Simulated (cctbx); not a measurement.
# Al2CrCu3Se6 across an absorption edge

Space group Fdd2 (no. 43), a = 7.7940 Å, b = 24.0350 Å, c = 11.0940 Å, α = 90.00°, β = 90.00°, γ = 90.00°.

```csv
atom,mult.,x,y,z,Ueq (Å²)
Se1,16,0.7501,0.3369,0.0447,0.0139
Se2,16,0.2588,0.4993,0.0463,0.0114
Se3,16,0.2573,0.1673,0.0421,0.0109
Cu1,8,1/4,1/4,0.1660,0.0105
Cu2,16,0.2454,0.4165,0.6686,0.0108
Cr1,8,1/4,1/4,0.6632,0.0106
Al1,16,0.2510,0.4155,0.1649,0.0146
```

The model is made up (kin elements in a known structure type, no relaxation), so it says nothing on whether the phase exists.

Calculated with cctbx: free-atom f′ and f″ from the Sasaki tables, no fine structure; amplitudes in electrons.

```csv
E (eV),F 0 2 2,F 2 4 2,F 1 3 1,F 3 1 1
8379,69.3,88.9,205.4,86.7
8729,69.9,89.2,191.1,86.2
8859,70.1,89.4,178.6,85.7
8919,70.2,89.5,166.8,85.2
8949,70.3,89.6,154.7,84.8
8964,70.3,89.6,142.6,84.4
8971,70.4,89.7,131.7,84.0
8975,70.4,89.8,120.1,83.6
8983,71.4,90.4,133.9,81.1
8987,71.4,90.3,146.1,81.6
8994,71.4,90.2,156.9,82.0
9009,71.4,90.1,168.9,82.5
9039,71.4,90.1,180.9,83.0
9129,71.4,90.0,196.8,83.6
9379,71.6,89.9,214.3,84.3
```

**Question.** Which edge is crossed, and why do the reflections move as they do?

The K edge of Cu. The edge is at 8979 eV. f′ of Cu falls from -4.0 e at 8859 eV to -7.5 e at 4 eV below it, and f″ steps from 0.48 to 3.90 e across it. Over that approach |F| changes by +0 % (0 2 2), +0 % (2 4 2), -33 % (1 3 1) and -2 % (3 1 1): a reflection falls where Cu scatters in phase with the total and rises where it scatters against it; it hardly moves where the Cu term is small or cancels by symmetry or lies in quadrature to the total. The f″ term interferes with the normal scattering with opposite sign for the two Friedel mates. The largest Friedel difference in the scan is 13.7 % of the mean (3 1 1, at 8379 eV).

[Logs are printed without paths, hosts, clocks, repeated set-up lines and the standing remarks that a program may print on its own settings, such as how far it seeks lower states.]
